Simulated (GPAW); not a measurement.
Consider Al2Cu (P4/mmm).

```cif
data_structure
_symmetry_space_group_name_H-M 'P 1'
_symmetry_Int_Tables_number 1
_cell_length_a 4.1052
_cell_length_b 4.1052
_cell_length_c 2.8913
_cell_angle_alpha 90.000
_cell_angle_beta 90.000
_cell_angle_gamma 90.000
_cell_volume 48.73
loop_
_atom_site_label
_atom_site_type_symbol
_atom_site_fract_x
_atom_site_fract_y
_atom_site_fract_z
_atom_site_occupancy
Cu1 Cu 0.00000 0.00000 0.00000 1
Al2 Al 0.00000 0.50000 0.50000 1
Al3 Al 0.50000 0.00000 0.50000 1
```

Absorber: atom 1, with 8 Al at 2.51 Å and 2 Cu at 2.89 Å (10-fold, site symmetry 4/mmm). Method: GPAW, LDA, excited-electron core hole (neutral cell), 24-atom cell with 8.2 Å between holes, 3×3×3 k points, dipole transitions, Gaussian full width 1.55 eV up to 4 eV, rising linearly to 3.5 eV at 25 eV.

Q: Where do the maxima of the Cu K edge fall?

Main maxima up to 29 eV above the zero (height): 3.4 eV (0.87), 6.0 eV (1.05), 9.2 eV (0.94) and 24.6 eV (1.73). A K edge sees empty p states on the absorber. The total-energy difference is 8992.60 eV. One term is added: -29.79 eV, since the hole is spin-paired here and a spin-polarised one costs that much less in the free atom (computed apart). The photon energy is then 8962.81 eV. The tabulated edge of the element is 8979 eV. The functional leaves an error in such absolute values: in the free atom LDA prices this hole 18.3 eV below PBE (computed apart), and PBE is itself good to a few eV.

The Cu K spectrum (energy from the lowest empty level; intensity scaled to a mean of 1 over the first 20 eV; polarised curves are means over the symmetry-equivalent atoms):

| E (eV) | isotropic | ε ⊥ c | ε ∥ c |
| --- | --- | --- | --- |
| -2.0 | 0.00 | 0.00 | 0.00 |
| -1.0 | 0.05 | 0.06 | 0.03 |
| 0.0 | 0.33 | 0.37 | 0.25 |
| 1.0 | 0.57 | 0.57 | 0.58 |
| 2.0 | 0.73 | 0.70 | 0.79 |
| 3.0 | 0.85 | 0.79 | 0.98 |
| 4.0 | 0.83 | 0.73 | 1.04 |
| 5.0 | 0.89 | 0.79 | 1.10 |
| 6.0 | 1.05 | 0.95 | 1.25 |
| 7.0 | 0.92 | 0.85 | 1.05 |
| 8.0 | 0.83 | 0.82 | 0.87 |
| 9.0 | 0.93 | 0.92 | 0.95 |
| 10.0 | 0.91 | 0.94 | 0.83 |
| 11.0 | 0.94 | 0.98 | 0.86 |
| 12.0 | 1.06 | 1.09 | 0.99 |
| 13.0 | 1.09 | 1.13 | 1.01 |
| 14.0 | 1.11 | 1.15 | 1.05 |
| 15.0 | 1.17 | 1.20 | 1.12 |
| 16.0 | 1.24 | 1.26 | 1.20 |
| 17.0 | 1.28 | 1.29 | 1.26 |
| 18.0 | 1.28 | 1.29 | 1.25 |
| 19.0 | 1.36 | 1.37 | 1.33 |
| 20.0 | 1.49 | 1.47 | 1.52 |
| 21.0 | 1.56 | 1.50 | 1.67 |
| 22.0 | 1.55 | 1.47 | 1.71 |
| 23.0 | 1.60 | 1.54 | 1.73 |
| 24.0 | 1.70 | 1.69 | 1.72 |
| 25.0 | 1.71 | 1.77 | 1.59 |
| 26.0 | 1.57 | 1.67 | 1.36 |
| 27.0 | 1.37 | 1.46 | 1.19 |
| 28.0 | 1.21 | 1.26 | 1.11 |
| 29.0 | 1.10 | 1.12 | 1.05 |

The script folds with a Gaussian, whereas the core hole's own line is a Lorentzian, so the onset is too steep and the first peak too high. The mesh is coarse (0.36 Å⁻¹ between points), so small maxima may be mesh ripples. Lifetime broadening is put in by hand, and intensities beyond about 20 eV depend on it and on the partial waves. The structure is a computed Materials Project entry and may be a hypothetical form.

[Banner, clock and machine lines of the logs are left out without a mark of their own.]

[Logs are printed without paths, hosts, clocks, repeated set-up lines and the standing remarks that a program may print on its own settings, such as how far it seeks lower states.]

[Hosts, paths, dates, database ids (printed as entryN), source tags and the programs' standing remarks are cut or masked in the printed files.]

[Lists of maxima count a maximum above −3 eV only where it reaches 4 % of the highest in the window and stands out from its surroundings by 2 % of it (1.5 % where it reaches 55 %); shoulders and weaker maxima are passed over, and of the rest the first, up to two pre-edge ones and the few strongest are named.]
